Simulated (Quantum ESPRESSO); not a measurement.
# Dielectric function and optical constants of PbO (Litharge), part 2 of 3

Wanted: where PbO (Litharge) starts to absorb, how strongly, and its refractive index. The cell comes from an older database entry, whose edges can differ from later determinations, mostly by under a per cent.

Quantum ESPRESSO 7.5; DFT, PBE, plane waves with norm-conserving potentials (PseudoDojo), scalar-relativistic, independent-particle optical response without local fields and without the non-local commutator.

So far. Step 2 (Ground state): There is a gap, 1.14 eV on this mesh (points off the mesh can give less), so no carriers' term is needed.

The database entry behind the starting cell differs from later determinations by our own check (an axis about 0.4 % long against later determinations), so it need not match the best structure at ambient conditions.

**3. Ground state with the final occupations**

Level of this step: DFT, PBE, plane waves with norm-conserving potentials (PseudoDojo), scalar-relativistic, ground state (Quantum ESPRESSO).

With the gap or the metal settled, the ground state is repeated with the fitting occupations, and the later steps take its density.

File scf.in:

```
&control
  calculation = 'scf'
  prefix = 'x'
  outdir = './tmp'
  pseudo_dir = './'
  verbosity = 'high'
/
&system
  ibrav = 0
  nat = 4
  ntyp = 2
  ecutwfc = 90
  occupations = 'fixed'
/
&electrons
  conv_thr = 1e-09
  electron_maxstep = 100
/
ATOMIC_SPECIES
  Pb 1.0 Pb.upf
  O 1.0 O.upf
CELL_PARAMETERS angstrom
  3.990000000000 0.000000000000 0.000000000000
  0.000000000000 3.990000000000 0.000000000000
  0.000000000000 0.000000000000 5.010000000000
ATOMIC_POSITIONS crystal
  Pb 0.500000000000 0.000000000000 0.760000000000
  Pb 0.000000000000 0.500000000000 0.240000000000
  O 0.500000000000 0.500000000000 0.000000000000
  O 0.000000000000 0.000000000000 0.000000000000
K_POINTS automatic
  6 6 5 0 0 0
```

The run is started by

```
mpirun -n 4 pw.x -nk 4 -in scf.in
```

The log of the run:

```text
[banner, memory and clock lines left out]

     using ibrav=0 with symmetry is DISCOURAGED, use correct ibrav instead

     G-vector sticks info

     bravais-lattice index     =            0
     lattice parameter (alat)  =       7.5400  a.u.
     unit-cell volume          =     538.2451 (a.u.)^3
     number of atoms/cell      =            4
     number of atomic types    =            2
     number of electrons       =        40.00
     number of Kohn-Sham states=           20
     kinetic-energy cutoff     =      90.0000  Ry
     charge density cutoff     =     360.0000  Ry
     scf convergence threshold =      1.0E-09
     mixing beta               =       0.7000
     number of iterations used =            8  plain     mixing
     Exchange-correlation= PBE
                           (   1   4   3   4   0   0   0)

     celldm(1)=   7.540007  celldm(2)=   0.000000  celldm(3)=   0.000000
     celldm(4)=   0.000000  celldm(5)=   0.000000  celldm(6)=   0.000000

     crystal axes: (cart. coord. in units of alat)
               a(1) = (   1.000000   0.000000   0.000000 )
               a(2) = (   0.000000   1.000000   0.000000 )
               a(3) = (   0.000000   0.000000   1.255639 )

     reciprocal axes: (cart. coord. in units 2 pi/alat)
               b(1) = (  1.000000  0.000000  0.000000 )
               b(2) = (  0.000000  1.000000  0.000000 )
               b(3) = (  0.000000  0.000000  0.796407 )

     ./Pb.upf
     Pseudo is Norm-conserving + core correction, Zval = 14.0
     Generated using ONCVPSP code by D. R. Hamann
     Using radial grid of 1678 points,  6 beta functions with:
                l(1) =   0
                l(2) =   0
                l(3) =   1
                l(4) =   1
                l(5) =   2
                l(6) =   2

     ./O.upf
     Pseudo is Norm-conserving + core correction, Zval =  6.0
     Generated using ONCVPSP code by D. R. Hamann
     Using radial grid of  936 points,  5 beta functions with:
                l(1) =   0
                l(2) =   0
                l(3) =   1
                l(4) =   1
                l(5) =   2

     atomic species   valence    mass     pseudopotential
     Pb               14.00     1.00000     Pb( 1.00)
     O                 6.00     1.00000     O ( 1.00)

     16 Sym. Ops., with inversion, found ( 8 have fractional translation)

                                    s                        frac. trans.

     [... symmetry matrices left out ...]
   Cartesian axes

     site n.     atom                  positions (alat units)
         1        Pb     tau(   1) = (   0.5000000   0.0000000   0.9542857  )
         2        Pb     tau(   2) = (   0.0000000   0.5000000   0.3013534  )
         3        O      tau(   3) = (   0.5000000   0.5000000   0.0000000  )
         4        O      tau(   4) = (   0.0000000   0.0000000   0.0000000  )

   Crystallographic axes

     site n.     atom                  positions (cryst. coord.)
         1        Pb     tau(   1) = (  0.5000000  0.0000000  0.7600000  )
         2        Pb     tau(   2) = (  0.0000000  0.5000000  0.2400000  )
         3        O      tau(   3) = (  0.5000000  0.5000000  0.0000000  )
         4        O      tau(   4) = (  0.0000000  0.0000000  0.0000000  )

     number of k points=    30
                       cart. coord. in units 2pi/alat
        k(    1) = (   0.0000000   0.0000000   0.0000000), wk =   0.0111111
        k(    2) = (   0.0000000   0.0000000   0.1592814), wk =   0.0222222
        k(    3) = (   0.0000000   0.0000000   0.3185629), wk =   0.0222222
        k(    4) = (   0.0000000   0.1666667   0.0000000), wk =   0.0444444
        k(    5) = (   0.0000000   0.1666667   0.1592814), wk =   0.0888889
        k(    6) = (   0.0000000   0.1666667   0.3185629), wk =   0.0888889
        k(    7) = (   0.0000000   0.3333333   0.0000000), wk =   0.0444444
        k(    8) = (   0.0000000   0.3333333   0.1592814), wk =   0.0888889
        k(    9) = (   0.0000000   0.3333333   0.3185629), wk =   0.0888889
        k(   10) = (   0.0000000  -0.5000000   0.0000000), wk =   0.0222222
        k(   11) = (   0.0000000  -0.5000000   0.1592814), wk =   0.0444444
        k(   12) = (   0.0000000  -0.5000000   0.3185629), wk =   0.0444444
        k(   13) = (   0.1666667   0.1666667   0.0000000), wk =   0.0444444
        k(   14) = (   0.1666667   0.1666667   0.1592814), wk =   0.0888889
        k(   15) = (   0.1666667   0.1666667   0.3185629), wk =   0.0888889
        k(   16) = (   0.1666667   0.3333333   0.0000000), wk =   0.0888889
[...]
cryst. coord.
[...]
k(   23) = (   0.3333333   0.3333333   0.2000000), wk =   0.0888889
        k(   24) = (   0.3333333   0.3333333   0.4000000), wk =   0.0888889
        k(   25) = (   0.3333333  -0.5000000   0.0000000), wk =   0.0444444
        k(   26) = (   0.3333333  -0.5000000   0.2000000), wk =   0.0888889
        k(   27) = (   0.3333333  -0.5000000   0.4000000), wk =   0.0888889
        k(   28) = (  -0.5000000  -0.5000000   0.0000000), wk =   0.0111111
        k(   29) = (  -0.5000000  -0.5000000   0.2000000), wk =   0.0222222
        k(   30) = (  -0.5000000  -0.5000000   0.4000000), wk =   0.0222222

     Dense  grid:    62081 G-vectors     FFT dimensions: (  48,  48,  60)

     Initial potential from superposition of free atoms

     starting charge      39.9957, renormalised to      40.0000
     Starting wfcs are   26 randomized atomic wfcs

     Self-consistent Calculation

     iteration #  1     ecut=    90.00 Ry     beta= 0.70
     Davidson diagonalization with overlap

            87 MiB given to the printing process from OS
            58 MiB allocation reported by mallinfo(arena+hblkhd)
------------------
     ethr =  1.00E-02,  avg # of iterations =  1.0

     total energy              =    -346.84103664 Ry
     estimated scf accuracy    <       1.46922279 Ry

     iteration #  2     ecut=    90.00 Ry     beta= 0.70
     Davidson diagonalization with overlap

           107 MiB given to the printing process from OS
            79 MiB allocation reported by mallinfo(arena+hblkhd)
------------------
     ethr =  3.67E-03,  avg # of iterations =  5.9

     total energy              =    -346.48754238 Ry
     estimated scf accuracy    <       6.99785482 Ry

     iteration #  3     ecut=    90.00 Ry     beta= 0.70
     Davidson diagonalization with overlap

           109 MiB given to the printing process from OS
            81 MiB allocation reported by mallinfo(arena+hblkhd)
------------------
     ethr =  3.67E-03,  avg # of iterations =  5.0

[...]
total energy              =    -347.67206482 Ry
     estimated scf accuracy    <       0.00022209 Ry

     iteration # 11     ecut=    90.00 Ry     beta= 0.70
     Davidson diagonalization with overlap

           123 MiB given to the printing process from OS
            95 MiB allocation reported by mallinfo(arena+hblkhd)
------------------
     ethr =  8.51E-08,  avg # of iterations =  3.4

     total energy              =    -347.67206734 Ry
     estimated scf accuracy    <       0.00004468 Ry

     iteration # 12     ecut=    90.00 Ry     beta= 0.70
     Davidson diagonalization with overlap

           123 MiB given to the printing process from OS
            95 MiB allocation reported by mallinfo(arena+hblkhd)
------------------
     ethr =  8.51E-08,  avg # of iterations =  2.1

     total energy              =    -347.67206517 Ry
     estimated scf accuracy    <       0.00000888 Ry

     iteration # 13     ecut=    90.00 Ry     beta= 0.70
     Davidson diagonalization with overlap

           123 MiB given to the printing process from OS
            95 MiB allocation reported by mallinfo(arena+hblkhd)
------------------
     ethr =  2.22E-08,  avg # of iterations =  4.6

     total energy              =    -347.67206856 Ry
     estimated scf accuracy    <       0.00001327 Ry

     iteration # 14     ecut=    90.00 Ry     beta= 0.70
     Davidson diagonalization with overlap

           123 MiB given to the printing process from OS
            95 MiB allocation reported by mallinfo(arena+hblkhd)
------------------
     ethr =  2.22E-08,  avg # of iterations =  2.5

     total energy              =    -347.67206989 Ry
     estimated scf accuracy    <       0.00000081 Ry

     iteration # 15     ecut=    90.00 Ry     beta= 0.70
     Davidson diagonalization with overlap

           123 MiB given to the printing process from OS
            95 MiB allocation reported by mallinfo(arena+hblkhd)
------------------
     ethr =  2.02E-09,  avg # of iterations =  3.8

     total energy              =    -347.67206998 Ry
     estimated scf accuracy    <       0.00000011 Ry

     iteration # 16     ecut=    90.00 Ry     beta= 0.70
     Davidson diagonalization with overlap

           123 MiB given to the printing process from OS
            95 MiB allocation reported by mallinfo(arena+hblkhd)
------------------
     ethr =  2.84E-10,  avg # of iterations =  3.7

     total energy              =    -347.67207001 Ry
     estimated scf accuracy    <          2.7E-09 Ry

     iteration # 17     ecut=    90.00 Ry     beta= 0.70
     Davidson diagonalization with overlap

           123 MiB given to the printing process from OS
            95 MiB allocation reported by mallinfo(arena+hblkhd)
------------------
     ethr =  6.69E-12,  avg # of iterations =  4.3

     total energy              =    -347.67207002 Ry
     estimated scf accuracy    <          5.5E-09 Ry

     iteration # 18     ecut=    90.00 Ry     beta= 0.70
     Davidson diagonalization with overlap

           123 MiB given to the printing process from OS
            95 MiB allocation reported by mallinfo(arena+hblkhd)
------------------
     ethr =  6.69E-12,  avg # of iterations =  4.1

     total energy              =    -347.67207002 Ry
     estimated scf accuracy    <       0.00000005 Ry

     iteration # 19     ecut=    90.00 Ry     beta= 0.70
     Davidson diagonalization with overlap

           123 MiB given to the printing process from OS
            95 MiB allocation reported by mallinfo(arena+hblkhd)
------------------
     ethr =  6.69E-12,  avg # of iterations =  1.0

     total energy              =    -347.67207002 Ry
     estimated scf accuracy    <       0.00000005 Ry

     iteration # 20     ecut=    90.00 Ry     beta= 0.70
     Davidson diagonalization with overlap

           123 MiB given to the printing process from OS
            95 MiB allocation reported by mallinfo(arena+hblkhd)
------------------
     ethr =  6.69E-12,  avg # of iterations =  1.0

     total energy              =    -347.67207002 Ry
     estimated scf accuracy    <       0.00000004 Ry

     iteration # 21     ecut=    90.00 Ry     beta= 0.70
     Davidson diagonalization with overlap

           123 MiB given to the printing process from OS
            95 MiB allocation reported by mallinfo(arena+hblkhd)
------------------
     ethr =  6.69E-12,  avg # of iterations =  1.0

     total energy              =    -347.67207002 Ry
     estimated scf accuracy    <       0.00000005 Ry

     iteration # 22     ecut=    90.00 Ry     beta= 0.70
     Davidson diagonalization with overlap

           123 MiB given to the printing process from OS
            95 MiB allocation reported by mallinfo(arena+hblkhd)
------------------
     ethr =  6.69E-12,  avg # of iterations =  1.9

     total energy              =    -347.67207001 Ry
     estimated scf accuracy    <       0.00000004 Ry

     iteration # 23     ecut=    90.00 Ry     beta= 0.70
     Davidson diagonalization with overlap

           123 MiB given to the printing process from OS
            95 MiB allocation reported by mallinfo(arena+hblkhd)
------------------
     ethr =  6.69E-12,  avg # of iterations =  3.4

     total energy              =    -347.67207001 Ry
     estimated scf accuracy    <       0.00000001 Ry

     iteration # 24     ecut=    90.00 Ry     beta= 0.70
     Davidson diagonalization with overlap

           123 MiB given to the printing process from OS
            95 MiB allocation reported by mallinfo(arena+hblkhd)
------------------
     ethr =  6.69E-12,  avg # of iterations =  4.3

     total energy              =    -347.67207001 Ry
     estimated scf accuracy    <          1.3E-09 Ry

     iteration # 25     ecut=    90.00 Ry     beta= 0.70
     Davidson diagonalization with overlap

           123 MiB given to the printing process from OS
            95 MiB allocation reported by mallinfo(arena+hblkhd)
------------------
     ethr =  3.19E-12,  avg # of iterations =  1.2

     End of self-consistent calculation

          k = 0.0000 0.0000 0.0000 (  7777 PWs)   bands (ev):

    -9.3996  -8.9038  -7.2061  -7.2061  -7.1519  -7.1182  -7.0499  -6.9947
    -6.9845  -6.9845  -6.9528  -5.6162   1.6813   2.0749   4.6700   4.6700
     7.1695   7.2610   7.2610   8.8075

     occupation numbers
     1.0000   1.0000   1.0000   1.0000   1.0000   1.0000   1.0000   1.0000
     1.0000   1.0000   1.0000   1.0000   1.0000   1.0000   1.0000   1.0000
     1.0000   1.0000   1.0000   1.0000

          k = 0.0000 0.0000 0.1593 (  7753 PWs)   bands (ev):

    -9.3907  -8.8977  -7.1905  -7.1905  -7.1366  -7.1304  -7.0416  -7.0033
    -7.0033  -7.0008  -6.9611  -5.6110   0.8315   3.1669   4.7258   4.7258
     7.1546   7.2519   7.2519   8.5898

     occupation numbers
     1.0000   1.0000   1.0000   1.0000   1.0000   1.0000   1.0000   1.0000
     1.0000   1.0000   1.0000   1.0000   1.0000   1.0000   1.0000   1.0000
     1.0000   1.0000   1.0000   1.0000

          k = 0.0000 0.0000 0.3186 (  7760 PWs)   bands (ev):

    -9.3762  -8.8877  -7.1551  -7.1551  -7.1503  -7.1064  -7.0437  -7.0437
    -7.0219  -7.0157  -6.9809  -5.6028   0.2647   4.2527   4.8205   4.8205
     7.1309   7.2344   7.2344   8.0126

     occupation numbers
     1.0000   1.0000   1.0000   1.0000   1.0000   1.0000   1.0000   1.0000
     1.0000   1.0000   1.0000   1.0000   1.0000   1.0000   1.0000   1.0000
     1.0000   1.0000   1.0000   1.0000

     [... further k points left out ...]

     highest occupied level (ev):     8.8075

!    total energy              =    -347.67207001 Ry
     estimated scf accuracy    <          7.9E-10 Ry

     The total energy is the sum of the following terms:
     one-electron contribution =    -105.06963442 Ry
     hartree contribution      =      81.30177966 Ry
     xc contribution           =     -96.76621203 Ry
     ewald contribution        =    -227.13800322 Ry

     convergence has been achieved in  25 iterations

     XML data file, charge density, pseudopotentials, collected wavefunctions

                                        0.00s GPU  (     845 calls)
```

Run time: 45 s. Hardware: 4 MPI ranks of Arm Neoverse V2, shared host; peak memory 0.12 GiB.

**4. Bands on the whole mesh, 8×8×6**

At the fixed density, many empty bands are solved on the mesh of the response, since the spectrum sums over them.

This step: DFT, PBE, plane waves with norm-conserving potentials (PseudoDojo), scalar-relativistic, bands at fixed density (Quantum ESPRESSO 7.5).

nscf.in, as its differences from scf.in of step 3:

```diff
@@ -1,3 +1,3 @@
 &control
-  calculation = 'scf'
+  calculation = 'nscf'
   prefix = 'x'
@@ -5,3 +5,2 @@
   pseudo_dir = './'
-  verbosity = 'high'
 /
@@ -13,2 +12,5 @@
   occupations = 'fixed'
+  nbnd = 51
+  nosym = .true.
+  noinv = .true.
 /
@@ -17,2 +19,3 @@
   electron_maxstep = 100
+  diago_full_acc = .true.
 /
@@ -31,2 +34,2 @@
 K_POINTS automatic
-  6 6 5 0 0 0
+  8 8 6 0 0 0
```

The run is started by

```
mpirun -n 4 pw.x -nk 4 -in nscf.in
```

The log of the run:

```text
[banner, memory and clock lines left out]

     Atomic positions and unit cell read from directory:

     G-vector sticks info

     bravais-lattice index     =            0
     lattice parameter (alat)  =       7.5400  a.u.
     unit-cell volume          =     538.2451 (a.u.)^3
     number of atoms/cell      =            4
     number of atomic types    =            2
     number of electrons       =        40.00
     number of Kohn-Sham states=           51
     kinetic-energy cutoff     =      90.0000  Ry
     charge density cutoff     =     360.0000  Ry
     Exchange-correlation= PBE
                           (   1   4   3   4   0   0   0)

     celldm(1)=   7.540007  celldm(2)=   0.000000  celldm(3)=   0.000000
     celldm(4)=   0.000000  celldm(5)=   0.000000  celldm(6)=   0.000000

     crystal axes: (cart. coord. in units of alat)
               a(1) = (   1.000000   0.000000   0.000000 )
               a(2) = (   0.000000   1.000000   0.000000 )
               a(3) = (   0.000000   0.000000   1.255639 )

     reciprocal axes: (cart. coord. in units 2 pi/alat)
               b(1) = (  1.000000  0.000000  0.000000 )
               b(2) = (  0.000000  1.000000  0.000000 )
               b(3) = (  0.000000  0.000000  0.796407 )

     ./Pb.upf
     Pseudo is Norm-conserving + core correction, Zval = 14.0
     Generated using ONCVPSP code by D. R. Hamann
     Using radial grid of 1678 points,  6 beta functions with:
                l(1) =   0
                l(2) =   0
                l(3) =   1
                l(4) =   1
                l(5) =   2
                l(6) =   2

     ./O.upf
     Pseudo is Norm-conserving + core correction, Zval =  6.0
     Generated using ONCVPSP code by D. R. Hamann
     Using radial grid of  936 points,  5 beta functions with:
                l(1) =   0
                l(2) =   0
                l(3) =   1
                l(4) =   1
                l(5) =   2

     atomic species   valence    mass     pseudopotential
     Pb               14.00     1.00000     Pb( 1.00)
     O                 6.00     1.00000     O ( 1.00)

     No symmetry found

   Cartesian axes

     site n.     atom                  positions (alat units)
         1        Pb     tau(   1) = (   0.5000000   0.0000000   0.9542857  )
         2        Pb     tau(   2) = (   0.0000000   0.5000000   0.3013534  )
         3        O      tau(   3) = (   0.5000000   0.5000000   0.0000000  )
         4        O      tau(   4) = (   0.0000000   0.0000000   0.0000000  )

     number of k points=   384

     Number of k-points >= 100: set verbosity='high' to print them.

     Dense  grid:    62081 G-vectors     FFT dimensions: (  45,  45,  60)

     The potential is recalculated from file :

     Starting wfcs are   26 randomized atomic wfcs +   25 random wfcs

     Band Structure Calculation
     Davidson diagonalization with overlap

     ethr =  2.50E-12,  avg # of iterations = 53.6

     End of band structure calculation

     Number of k-points >= 100: set verbosity='high' to print the bands.

     highest occupied, lowest unoccupied level (ev):     8.8090    9.9526

     XML data file, pseudopotentials, collected wavefunctions

                                        0.00s GPU  (    5133 calls)

[... left out ...]
ulation
     Davidson diagonalization with overlap

     ethr =  2.50E-12,  avg # of iterations = 53.6

     End of band structure calculation

     Number of k-points >= 100: set verbosity='high' to print the bands.

     highest occupied, lowest unoccupied level (ev):     8.8090    9.9526

     XML data file, pseudopotentials, collected wavefunctions

                                        0.00s GPU  (    5133 calls)
```

Elapsed: 7.8 min, on 4 MPI ranks; peak memory 0.09 GiB.

(Part 2 of 3 ends here.)

[Machine, clock, banner and «Message from routine» lines are left out of the logs.]

[Logs are printed without paths, hosts, clocks, repeated set-up lines and the standing remarks that a program may print on its own settings, such as how far it seeks lower states.]

[Hosts, paths, dates, database ids (printed as entryN), source tags and the programs' standing remarks are cut or masked in the printed files.]
